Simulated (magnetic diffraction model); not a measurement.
# Which magnetic order? Er2Cu3AgS5

Space group Cmcm (no. 63), a = 3.8640 Å, b = 13.4980 Å, c = 15.9790 Å.

| site | atom | x | y | z |
| --- | --- | --- | --- | --- |
| 8f | Er | 1/2 | 0.3080 | 0.5919 |
| 4c | Ag | 0 | 0.0731 | 3/4 |
| 8f | Cu | 1/2 | 0.0866 | 0.9581 |
| 4c | Cu | 0 | 0.3532 | 3/4 |
| 8f | S | 1/2 | 0.3339 | 0.4291 |
| 8f | S | 1/2 | 0.0628 | 0.3851 |
| 4c | S | 1/2 | 0.2601 | 3/4 |

This is a made-up structure (elements placed in a structure type, unrelaxed), so the numbers test the method and describe no known phase.

Only Er is taken to order (form factors of Er3+); orders and moment sizes are assumed, and not adapted to the symmetry. Radiation: neutrons of λ = 2.0775 Å, 1.5° to 50°; isotropic B of 0.17 Å² (Er), 0.22 Å² (Ag), 0.23 Å² (Cu) and 0.29 Å² (S). Simulated constant-wavelength pattern: nuclear and magnetic terms add, the magnetic one as |2.695 fm × Σ f S⊥ exp(2πi Q·r) exp(−B s²)|², summed over all Q at one angle with the factor 1/(sin²θ cos θ). For a modulated order the moment at position r is S exp(−2πi k·r) + c.c., with S = m/2 for a sine wave of amplitude m and S = m(u + iv)/2 for moments turning in a plane, u and v being orthogonal unit vectors in it; the phase factor of the sum at Q = H + k is then exp(2πi H·r). Free-ion form factors, Sears's scattering lengths of 1992, no absorption; a label names one of the reflections at its angle. The strongest nuclear line in the range is 100, and lines under 0.2 are left out.

Above the ordering temperature:

| 2θ (°) | index | I |
| --- | --- | --- |
| 14.94 | (0 0 2) | 24.3 |
| 17.71 | (0 2 0) | 6.6 |
| 19.24 | (0 2 1) | 17.4 |
| 23.25 | (0 2 2) | 0.9 |
| 28.77 | (0 2 3) | 3.9 |
| 30.14 | (0 0 4) | 5.3 |
| 32.48 | (1 1 0) | 16.4 |
| 35.17 | (0 2 4) | 7.7 |
| 35.86 | (0 4 0) | 19.1 |
| 35.92 | (1 1 2) | 25.2 |
| 36.67 | (0 4 1) | 41.3 |
| 39.04 | (0 4 2) | 1.5 |
| 39.87 | (1 1 3) | 100.0 |
| 41.51 | (1 3 0) | 20.7 |
| 42.16 | (0 2 5) | 21.1 |
| 42.23 | (1 3 1) | 52.6 |
| 42.74 | (0 4 3) | 2.3 |
| 44.35 | (1 3 2) | 59.0 |
| 44.90 | (1 1 4) | 5.3 |
| 45.91 | (0 0 6) | 76.8 |
| 47.53 | (0 4 4) | 10.3 |
| 47.72 | (1 3 3) | 22.8 |
(The table stops after 22 lines; 1 more lie at higher angle.)

Below it (cell unchanged):

```
2θ (°)       I
  5.66  1099.7
  9.25   410.8
 14.94    24.3
 17.71     6.6
 18.61    60.5
 19.24    17.4
 20.01    57.9
 20.67     3.0
 22.11    50.0
 23.25     0.9
 24.32     2.1
 24.46    44.0
 27.35     1.4
 28.77     3.9
 30.14     5.3
 30.24     1.2
 32.48    16.4
 32.99     7.9
 33.58    17.2
 33.84     7.8
 35.17    62.4
 35.17     7.7
 35.86    19.1
 35.92    25.2
 36.05    33.2
 36.33     0.3
 36.67    41.3
 36.75    60.2
 36.80    14.5
 37.11     0.3
 38.34    28.7
 38.81     0.3
 39.04     1.5
 39.82    27.9
 39.83    26.7
 39.87   100.0
```
(The table stops after 36 lines; 25 more lie at higher angle.)

**Question.** Find the propagation vector, then choose among these models:
A. a sine wave with moments along [100] (amplitudes given), 6 μB on Er; signs + at (1/2, 0.3080, 0.5919), + at (0, 0.1920, 0.4081), − at (1/2, 0.3080, 0.9081), − at (0, 0.1920, 0.0919)
B. a sine wave with moments along [010] (amplitudes given), 6 μB on Er; signs + at (1/2, 0.3080, 0.5919), + at (0, 0.1920, 0.4081), − at (1/2, 0.3080, 0.9081), − at (0, 0.1920, 0.0919)
C. moments turning in the plane of [010] and [001], 6 μB on Er; signs + at (1/2, 0.3080, 0.5919), + at (0, 0.1920, 0.4081), − at (1/2, 0.3080, 0.9081), − at (0, 0.1920, 0.0919)
D. moments turning in the plane of [100] and [010], 6 μB on Er; signs + at (1/2, 0.3080, 0.5919), + at (0, 0.1920, 0.4081), − at (1/2, 0.3080, 0.9081), − at (0, 0.1920, 0.0919)

The new lines index as (0 0 0.760) at 5.66°, (0 0 1.240) at 9.25°, (0 2 0.760) at 18.61° and (0 2 1.240) at 20.01°, that is as H ± k with k = (0 0 0.240). Satellites come in pairs about each point of the reciprocal lattice.

Magnetic intensity, observed (below minus above) and for each model:

| 2θ (°) | index | observed | A | B | C | D |
| --- | --- | --- | --- | --- | --- | --- |
| 5.66 | (0 0 0.760) | 1099.7 | 549.8 | 549.8 | 549.8 | 1099.7 |
| 9.25 | (0 0 1.240) | 410.8 | 205.4 | 205.4 | 205.4 | 410.8 |
| 18.61 | (0 2 0.760) | 60.5 | 55.4 | 5.2 | 55.4 | 60.5 |
| 20.01 | (0 2 1.240) | 57.9 | 47.7 | 10.3 | 47.7 | 57.9 |
| 22.11 | (0 2 1.760) | 50.0 | 36.9 | 13.1 | 36.9 | 50.0 |
| 35.17 | (1 1 1.760) | 62.4 | 11.4 | 51.0 | 97.8 | 62.4 |
| 36.75 | (1 1 2.240) | 60.2 | 13.6 | 46.7 | 85.7 | 60.2 |
| 41.93 | (1 3 0.760) | 28.8 | 12.3 | 16.5 | 44.2 | 28.8 |

Model D matches.

The structure used: k = (0 0 0.240), moments turning in the plane of [100] and [010], 6 μB on Er; signs + at (1/2, 0.3080, 0.5919), + at (0, 0.1920, 0.4081), − at (1/2, 0.3080, 0.9081), − at (0, 0.1920, 0.0919).

[Logs are printed without paths, hosts, clocks, repeated set-up lines and the standing remarks that a program may print on its own settings, such as how far it seeks lower states.]
